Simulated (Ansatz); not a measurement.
**Rb on Al(100): change of the work function**

Aim: the work function of Al(100) at several coverages of Rb (hollow site), and the dipole that each adsorbate carries.

Main program and level: Ansatz 0.2.0; plane-wave DFT, LDA, Ansatz PAW, in the first sound run; inputs show where later runs differ.

## (1) The structure

The cell holds 4 atoms: 4 Al. Its edges and angles: a = 2.864 Å, b = 2.864 Å, c = 24.075 Å, α = 90.0°, β = 90.0°, γ = 90.0°. Vacuum lies along c.

## (2) The clean slab

The bare slab comes first, as the zero from which every change is counted. The two lowest layers are held at bulk places and the upper ones relax. The dipole correction removes the false field that a one-sided slab makes across the periodic vacuum, so each face gets a flat vacuum level of its own.

input.yaml reads:

```yaml
crystal:
  lattice:
    - [2.8637824638, 0.0, 0.0]
    - [0.0, 2.8637824638, 0.0]
    - [0.0, 0.0, 24.075]
  atoms:
    - { symbol: Al, position: [0.5, 0.5, 0.3738317757] }
    - { symbol: Al, position: [0.0, 0.0, 0.4579439252] }
    - { symbol: Al, position: [0.5, 0.5, 0.5420560748] }
    - { symbol: Al, position: [0.0, 0.0, 0.6261682243] }
kpoints:
  mp_grid: { grid: [10, 10, 1] }
hamiltonian:
  xc: lda
scf:
  occupations: { method: fermi_dirac, width: 0.1 }
  convergence: { dr2_threshold: 1.0e-08 }
efield:
  axis: 3
  dipole_correction: true
  ramp_position: 0.97
  ramp_width: 0.06
relax:
  f_tol: 0.02
  max_steps: 60
  constraints: [{ sites: [0, 1] }]
output:
  write_potential: true
  write_density: true
  volumetric_format: npy
```

Run with:

```console
$ ansatz run input.yaml --threads 2 --pin off --max-ram 3072MiB --backend cpu --events-out ev --progress --plain --runs-dir out
```

Numbers of over 12 decimals in the logs are rounded to 6 here.

Output:

```text
Engine: ansatz 0.2.0, aarch64-unknown-linux-gnu
Pseudopotentials: kind: paw
Pseudopotential: Al, paw, valence charge 3, recommended cutoff 420 eV (normal), Al.paw.azcp
Functional definition: SPW92
  exchange = slater_x
  correlation = pw_c
Crystal: 4 atoms, lattice volume = 197.445 Å³
Basis set: ecut = 420 eV, 3877 PW (Γ)
Bands: 10, of which v1, the nominal top of the filled ones, is band 6 counted from 1 (5 counted from 0)
Symmetry: 8 space group operations
k-points: 21 of 100
Non-local potential: Al, projectors of the file, l = 0: 2, l = 1: 2, l = 2: 1
PAW form: soft (Blöchl's): semilocal exchange-correlation on the pseudo side does not see the compensation charge
PAW frozen core: Al, regenerated for the run's functional, and the local potential with it (the file was generated under x = pbe(κ = 0.804, μ = 0.219515), c = pbe(β = 0.066725))
PAW one-centre angular grid: Al, 110 points (default); XC on 64 Gauss nodes
Initial density: superposition of atomic densities (neutral atoms: chi_scale 0, normalization atom), corrected by the library's trained network
Initial wavefunctions: pseudopotential atomic-orbital guess
Functional: x = slater, c = lda
SCF iter   1: F=—  HF=-2050.324683 eV  |F-HF|=—  |Δ(HF+E_count)|=         —  Δρ=2.12e-3  dr2=1.22e-2  ethr=1.77e-3  p=0.000 e·Å  D=4.85e-14 V/Å  ΔV_dip=-0.00 eV  dr2_dipole=1.69e-8  V_vac-E_F(+/−)=4.39/4.39 eV  ⟨swp⟩=8.0  Hψ=1861  notcnv=0
efield: sawtooth ramp at fractional position 0.9700 (set: `efield.ramp_position`, or a place that a band, a saddle search or an elastic batch's reference lends), width 0.0600; the density the first Hamiltonian is built on has a dipole p = 0.000 e·Å; the dipole correction subtracts the counter field D = 4.85e-14 V/Å, which shifts the + side's vacuum level by -0.00 eV against the − side's; the planar-averaged density in the ramp window peaks in size at 7.4e-6 e/Å³
preconditioner: auto → LDOS  [metal: Δε(μ)=0.079 eV  Ē_g=6.190 eV  σ=0.100 eV  W_gap=0.19  n_scr=12 (ndim 8)  ℏωp=9.2 eV  f_vac=0.539  D(μ)=2.29/eV (n_scr^D=10)  β→1.0]
SCF iter   2: F=—  HF=-2050.321383 eV  |F-HF|=—  |Δ(HF+E_count)|=   3.30e-3  Δρ=5.23e-4  dr2=6.59e-4  ethr=1.01e-4  p=0.000 e·Å  D=2.45e-5 V/Å  ΔV_dip=-0.00 eV  dr2_dipole=2.43e-8  V_vac-E_F(+/−)=4.50/4.50 eV  ⟨swp⟩=2.4  Hψ=517  notcnv=0
SCF iter   3: F=—  HF=-2050.321613 eV  |F-HF|=—  |Δ(HF+E_count)|=   2.31e-4  Δρ=1.70e-4  dr2=2.01e-4  ethr=5.49e-6  p=0.000 e·Å  D=2.95e-6 V/Å  ΔV_dip=-0.00 eV  dr2_dipole=8.56e-10  V_vac-E_F(+/−)=4.51/4.51 eV  ⟨swp⟩=2.3  Hψ=357  notcnv=0
SCF iter   4: F=—  HF=-2050.321595 eV  |F-HF|=—  |Δ(HF+E_count)|=   1.85e-5  Δρ=4.08e-5  dr2=8.44e-6  ethr=1.68e-6  p=0.000 e·Å  D=2.50e-7 V/Å  ΔV_dip=-0.00 eV  dr2_dipole=1.17e-10  V_vac-E_F(+/−)=4.50/4.50 eV  ⟨swp⟩=2.1  Hψ=328  notcnv=0
SCF iter   5: F=—  HF=-2050.321595 eV  |F-HF|=—  |Δ(HF+E_count)|=   2.20e-7  Δρ=9.42e-6  dr2=5.25e-7  ethr=7.03e-8  p=-0.000 e·Å  D=-1.24e-7 V/Å  ΔV_dip=0.00 eV  dr2_dipole=3.92e-12  V_vac-E_F(+/−)=4.50/4.50 eV  ⟨swp⟩=2.5  Hψ=344  notcnv=0
SCF iter   6: F=-2050.321595 eV  HF=-2050.321595 eV  |F-HF|=1.13e-8  |Δ(HF+E_count)|=   9.66e-8  Δρ=1.69e-6  dr2=9.82e-9  ethr=8.33e-11  p=-0.000 e·Å  D=-1.75e-7 V/Å  ΔV_dip=0.00 eV  dr2_dipole=1.53e-14  V_vac-E_F(+/−)=4.50/4.50 eV  ⟨swp⟩=8.7  Hψ=1665  notcnv=0
SCF 1 converged in 6 iterations: F = -2050.321595 eV  dr2 = 9.82e-9
  greatest PAW one-centre occupation: 0.488 electrons in one spin orbital (limit 2), on the Al atom at site 3 (counted from 0), in its partial waves of l = 0
relax step   1: F+E_penalty+E_count = -2050.32159524 eV  Δ(F+E_penalty+E_count) = +0.000e0 eV  max|allowed force component| = 1.003e-1 eV/Å  Δτ_max = 0.0000 Å  (6 SCF iters, accepted)
Initial density: handed on by an earlier stage of this run
Initial wavefunctions: those handed on with the density
iter 1 solved again at ethr=1.45e-4 eV; its pass at ethr=3.10e-3 eV (dr2=1.74e-2 eV) is discarded
SCF iter   1: F=—  HF=-2050.325700 eV  |F-HF|=—  |Δ(HF+E_count)|=         —  Δρ=9.12e-4  dr2=1.74e-2  ethr=1.45e-4  p=-0.000 e·Å  D=-1.78e-7 V/Å  ΔV_dip=0.00 eV  dr2_dipole=2.37e-3  V_vac-E_F(+/−)=4.49/4.49 eV  ⟨swp⟩=1.4  Hψ=1287  notcnv=0
efield: sawtooth ramp at fractional position 0.9700 (set: `efield.ramp_position`, or a place that a band, a saddle search or an elastic batch's reference lends), width 0.0600; the density the first Hamiltonian is built on has a dipole p = -0.000 e·Å; the dipole correction subtracts the counter field D = -1.78e-7 V/Å, which shifts the + side's vacuum level by +0.00 eV against the − side's; the planar-averaged density in the ramp window peaks in size at 9.6e-8 e/Å³
preconditioner: auto → LDOS  [metal: Δε(μ)=0.132 eV  Ē_g=6.150 eV  σ=0.100 eV  W_gap=0.29  n_scr=12 (ndim 8)  ℏωp=9.2 eV  f_vac=0.534  D(μ)=2.19/eV (n_scr^D=10)  β→1.0]
SCF iter   2: F=—  HF=-2050.323843 eV  |F-HF|=—  |Δ(HF+E_count)|=   1.86e-3  Δρ=2.67e-4  dr2=1.47e-3  ethr=1.45e-4  p=-0.000 e·Å  D=-1.16e-4 V/Å  ΔV_dip=0.00 eV  dr2_dipole=3.85e-4  V_vac-E_F(+/−)=4.50/4.49 eV  ⟨swp⟩=2.0  Hψ=274  notcnv=0
SCF iter   3: F=—  HF=-2050.323789 eV  |F-HF|=—  |Δ(HF+E_count)|=   5.46e-5  Δρ=8.39e-5  dr2=4.08e-5  ethr=1.22e-5  p=0.000 e·Å  D=8.45e-6 V/Å  ΔV_dip=-0.00 eV  dr2_dipole=5.66e-6  V_vac-E_F(+/−)=4.49/4.49 eV  ⟨swp⟩=1.9  Hψ=299  notcnv=0
SCF iter   4: F=—  HF=-2050.323800 eV  |F-HF|=—  |Δ(HF+E_count)|=   1.08e-5  Δρ=2.28e-5  dr2=5.05e-6  ethr=3.40e-7  p=-0.000 e·Å  D=-1.34e-5 V/Å  ΔV_dip=0.00 eV  dr2_dipole=2.13e-7  V_vac-E_F(+/−)=4.49/4.49 eV  ⟨swp⟩=2.5  Hψ=355  notcnv=0
SCF iter   5: F=—  HF=-2050.323800 eV  |F-HF|=—  |Δ(HF+E_count)|=   7.79e-7  Δρ=5.22e-6  dr2=6.76e-7  ethr=4.21e-8  p=0.000 e·Å  D=2.15e-5 V/Å  ΔV_dip=-0.00 eV  dr2_dipole=9.45e-8  V_vac-E_F(+/−)=4.49/4.49 eV  ⟨swp⟩=2.2  Hψ=331  notcnv=0
SCF iter   6: F=—  HF=-2050.323800 eV  |F-HF|=—  |Δ(HF+E_count)|=   4.88e-8  Δρ=1.32e-6  dr2=3.13e-8  ethr=5.63e-9  p=0.000 e·Å  D=3.44e-5 V/Å  ΔV_dip=-0.00 eV  dr2_dipole=1.16e-8  V_vac-E_F(+/−)=4.49/4.49 eV  ⟨swp⟩=1.8  Hψ=265  notcnv=0
SCF iter   7: F=-2050.323800 eV  HF=-2050.323800 eV  |F-HF|=3.05e-10  |Δ(HF+E_count)|=   9.85e-9  Δρ=2.52e-7  dr2=5.15e-10  ethr=8.33e-11  p=0.000 e·Å  D=3.60e-5 V/Å  ΔV_dip=-0.00 eV  dr2_dipole=9.35e-11  V_vac-E_F(+/−)=4.49/4.49 eV  ⟨swp⟩=9.1  Hψ=1396  notcnv=0
SCF 2 converged in 7 iterations: F = -2050.323800 eV  dr2 = 5.15e-10
relax step   2: F+E_penalty+E_count = -2050.32380041 eV  Δ(F+E_penalty+E_count) = -2.205e-3 eV  max|allowed force component| = 2.091e-2 eV/Å  Δτ_max = 0.0554 Å  (7 SCF iters, accepted)
SCF iter   1: F=—  HF=-2050.324053 eV  |F-HF|=—  |Δ(HF+E_count)|=         —  Δρ=2.04e-4  dr2=8.54e-4  ethr=7.91e-5  p=0.000 e·Å  D=3.60e-5 V/Å  ΔV_dip=-0.00 eV  dr2_dipole=1.26e-4  V_vac-E_F(+/−)=4.49/4.49 eV  ⟨swp⟩=2.1  Hψ=747  notcnv=0
efield: sawtooth ramp at fractional position 0.9700 (set: `efield.ramp_position`, or a place that a band, a saddle search or an elastic batch's reference lends), width 0.0600; the density the first Hamiltonian is built on has a dipole p = 0.000 e·Å; the dipole correction subtracts the counter field D = 3.60e-5 V/Å, which shifts the + side's vacuum level by -0.00 eV against the − side's; the planar-averaged density in the ramp window peaks in size at 2.0e-7 e/Å³
preconditioner: auto → LDOS  [metal: Δε(μ)=0.064 eV  Ē_g=6.165 eV  σ=0.100 eV  W_gap=0.16  n_scr=12 (ndim 8)  ℏωp=9.2 eV  f_vac=0.535  D(μ)=2.24/eV (n_scr^D=10)  β→1.0]
SCF iter   2: F=—  HF=-2050.323958 eV  |F-HF|=—  |Δ(HF+E_count)|=   9.53e-5  Δρ=5.97e-5  dr2=6.58e-5  ethr=7.11e-6  p=0.000 e·Å  D=7.91e-5 V/Å  ΔV_dip=-0.00 eV  dr2_dipole=1.56e-5  V_vac-E_F(+/−)=4.49/4.49 eV  ⟨swp⟩=1.8  Hψ=427  notcnv=0
SCF iter   3: F=—  HF=-2050.323954 eV  |F-HF|=—  |Δ(HF+E_count)|=   3.69e-6  Δρ=1.91e-5  dr2=2.74e-6  ethr=5.48e-7  p=0.000 e·Å  D=2.41e-6 V/Å  ΔV_dip=-0.00 eV  dr2_dipole=2.95e-7  V_vac-E_F(+/−)=4.49/4.49 eV  ⟨swp⟩=1.8  Hψ=302  notcnv=0
SCF iter   4: F=—  HF=-2050.323956 eV  |F-HF|=—  |Δ(HF+E_count)|=   1.57e-6  Δρ=3.26e-6  dr2=9.00e-8  ethr=2.28e-8  p=0.000 e·Å  D=1.68e-5 V/Å  ΔV_dip=-0.00 eV  dr2_dipole=3.05e-9  V_vac-E_F(+/−)=4.49/4.49 eV  ⟨swp⟩=2.2  Hψ=340  notcnv=0
SCF iter   5: F=—  HF=-2050.323956 eV  |F-HF|=—  |Δ(HF+E_count)|=   1.95e-8  Δρ=8.10e-7  dr2=1.10e-8  ethr=8.33e-11  p=0.000 e·Å  D=1.50e-5 V/Å  ΔV_dip=-0.00 eV  dr2_dipole=1.80e-9  V_vac-E_F(+/−)=4.49/4.49 eV  ⟨swp⟩=10.0  Hψ=1493  notcnv=0
SCF iter   6: F=-2050.323956 eV  HF=-2050.323956 eV  |F-HF|=4.83e-10  |Δ(HF+E_count)|=   3.02e-9  Δρ=2.28e-7  dr2=7.69e-10  ethr=8.33e-11  p=0.000 e·Å  D=1.49e-5 V/Å  ΔV_dip=-0.00 eV  dr2_dipole=1.96e-10  V_vac-E_F(+/−)=4.49/4.49 eV  ⟨swp⟩=8.0  Hψ=1232  notcnv=0
SCF 3 converged in 6 iterations: F = -2050.323956 eV  dr2 = 7.69e-10
relax step   3: F+E_penalty+E_count = -2050.32395576 eV  Δ(F+E_penalty+E_count) = -1.554e-4 eV  max|allowed force component| = 2.590e-3 eV/Å  Δτ_max = 0.0135 Å  (6 SCF iters, accepted)
NSCF: frozen V_eff on 21 k-points
the search or the solves at the SCF's close seem to have found levels that the self-consistency loop had missed (the run counts 1). By its estimate they hold under 1e-12 electrons; where the run keeps them, the occupations were computed again with them
WARN: The output density's exchange-correlation potential varies sharply where the density is thin. Do not read a vacuum level from v_tot or v_xc, or from such a field of the output density. On a cell that repeats whose density bears no net charge and no dipole along the vacuum's axis use v_es (v_loc + v_h of the components); under efield.dipole_correction with no amplitude use v_es + v_field, which holds any externa [...]
SCF converged after 6 iterations
Free energy (F): -2050.323956 eV
Harris-Foulkes:  -2050.323956 eV  (|F-HF|=4.83e-10)
Internal energy: -2050.251519 eV  (E = F + TS)
E sigma→0 (E₀):  -2050.287737 eV
Entropy (-TS):   -0.072437 eV (-18.109 meV/atom)
Fermi energy:    -0.334433 eV
Dipole field:    D = 0.000034 V/Å  (p = 0.000037 e·Å, saw-weighted, corrected)
Work function:   Φ+ = 4.4898 eV   Φ− = 4.4906 eV
Levels:          The Fermi level and band energies are counted from a zero that moves with the ramp; work functions are not
--- Per-component energies (eV) ---
  E_band       = -52.449119
  E_kinetic    = 85.882057
  E_local      = -2744.695559  (includes V_loc(G=0)·N_el)
  E_nonlocal   = 44.398260
  E_hartree    = 1345.267573
  E_xc         = -154.038331
  E_vxc        = -112.894615  (∫ρ·V_xc dr)
  E_paw        = -1772.672843  (= ΣΔE_a)
  E_vpaw       = -15.674268  (= ΣTr[D̂ρ^β])
  E_aug_tail   = -0.000015  (compensation charges beyond the density's cutoff)
  E_efield     = 0.000000  (sawtooth field / dipole correction)
  E_vefield    = -0.000008  (∫n·V_field dr)
  E_ewald      = 1145.384473
  E_core_change = 0.222866  (= ΣΔE_core)
  E_smearing   = -0.072437  (= −TS)
  E_closure    = 0.000000  (closes the sum)
  Σ components = -2050.323956   (vs F -2050.323956, Δ=0.00e0)
--- Forces (eV/Å), atoms counted from 1 ---
  atom   1  Al    -0.00000000     0.00000000    -0.00428680
  atom   2  Al    -0.00000000     0.00000000     0.00112370
  atom   3  Al    -0.00000000     0.00000000     0.00258959
  atom   4  Al     0.00000000     0.00000000     0.00052684
  max |Σ_I F_I| component: 4.67e-5 eV/Å
--- Band table (eV; the first three rows and the last of 21) ---
  k-point 0: bands = ["-10.8948", "-9.5510", "-7.3852", "-4.6116", "-2.2772", "1.0739", "3.1351", "4.1154", "4.3319", "5.3954"]
  k-point 1: bands = ["-10.7154", "-9.3730", "-7.2091", "-4.4364", "-2.1105", "1.2368", "2.8673", "3.3067", "4.0833", "4.2956"]
  k-point 2: bands = ["-10.1785", "-8.8404", "-6.6824", "-3.9131", "-1.6135", "0.1226", "1.3941", "1.7719", "3.4784", "3.8528"]
  k-point 20: bands = ["-2.7522", "-2.7522", "-1.5199", "-1.5199", "-1.4787", "-1.4776", "-0.0990", "-0.0981", "0.5185", "0.5185"]
--- Relaxed structure (3 steps of the walk, 3 accepted, 0 SCFs on fresh bases) ---
  F+E_penalty+E_count = -2050.32395576 eV   max|allowed force component| = 2.590e-3 eV/Å
  atoms:
    - { symbol: Al, position: [0.5, 0.5, 0.373832] }
    - { symbol: Al, position: [0.0, 0.0, 0.457944] }
    - { symbol: Al, position: [0.5, 0.5, 0.543747] }
    - { symbol: Al, position: [0, 0.0, 0.627910] }
```

The job ended after 15 s (2 threads of Arm Neoverse N1, shared host; peak memory 0.33 GiB).

The steps of the relaxation:

```csv
step,energy less that of the first step (eV),largest force component (eV/Å)
1,0.0000,0.1003
2,-0.0022,0.0209
3,-0.0024,0.0026
```

The run keeps the 8 symmetry operations that it works with, so distortions that break them were not tested.

The atoms that moved most (Å):

```csv
atom,dx,dy,dz,length
Al4,0.000,0.000,0.042,0.042
Al3,0.000,0.000,0.041,0.041
```

The relaxed structure:

```xyz
4
Lattice="2.8638 0.0000 0.0000 0.0000 2.8638 0.0000 0.0000 0.0000 24.0750" Properties=species:S:1:pos:R:3
Al    1.4319    1.4319    9.0000
Al    0.0000    0.0000   11.0250
Al    1.4319    1.4319   13.0907
Al    0.0000    0.0000   15.1169
```

Numbers from this step:

```yaml
energy_at_zero_smearing: -2050.2877 eV
work_function_upper_face: 4.490 eV
dipole_along_the_normal: 3.69e-5 e·Å
```

Running mean over 2.025 Å of the planar mean; the ramp of the sawtooth is left out. The electron's electrostatic potential energy less the Fermi level by z:

```csv
z (Å),electron's electrostatic potential energy less the Fermi level (eV)
3.0,4.49
3.5,4.49
4.0,4.49
4.5,4.49
5.0,4.49
5.5,4.47
6.0,4.42
6.5,4.25
7.0,3.69
7.5,2.05
8.0,-0.374
8.5,-2.71
9.0,-4.07
9.5,-4.41
10.0,-4.50
10.5,-4.56
11.0,-4.55
11.5,-4.46
12.0,-4.43
12.5,-4.44
13.0,-4.54
13.5,-4.56
14.0,-4.51
14.5,-4.43
15.0,-4.20
15.5,-3.16
16.0,-0.947
16.5,1.51
17.0,3.42
17.5,4.17
18.0,4.40
18.5,4.47
19.0,4.48
19.5,4.49
20.0,4.49
20.5,4.49
21.0,4.49
```

The relaxation took 3 steps and lowered the energy by 0.0024 eV; the largest force on the free atoms ends at 0.0026 eV/Å.

The work function of the upper face is 4.49 eV.

[end of part 1 of 5]

[Logs are printed without paths, hosts, clocks, repeated set-up lines and the standing remarks that a program may print on its own settings, such as how far it seeks lower states.]

[Hosts, paths, dates, database ids (printed as entryN), source tags and the programs' standing remarks are cut or masked in the printed files.]

[Maps of the electrostatic potential energy from Ansatz leave out the sawtooth potential of an applied field or a dipole correction, so their vacuum need not be flat; planar profiles and work functions include it.]
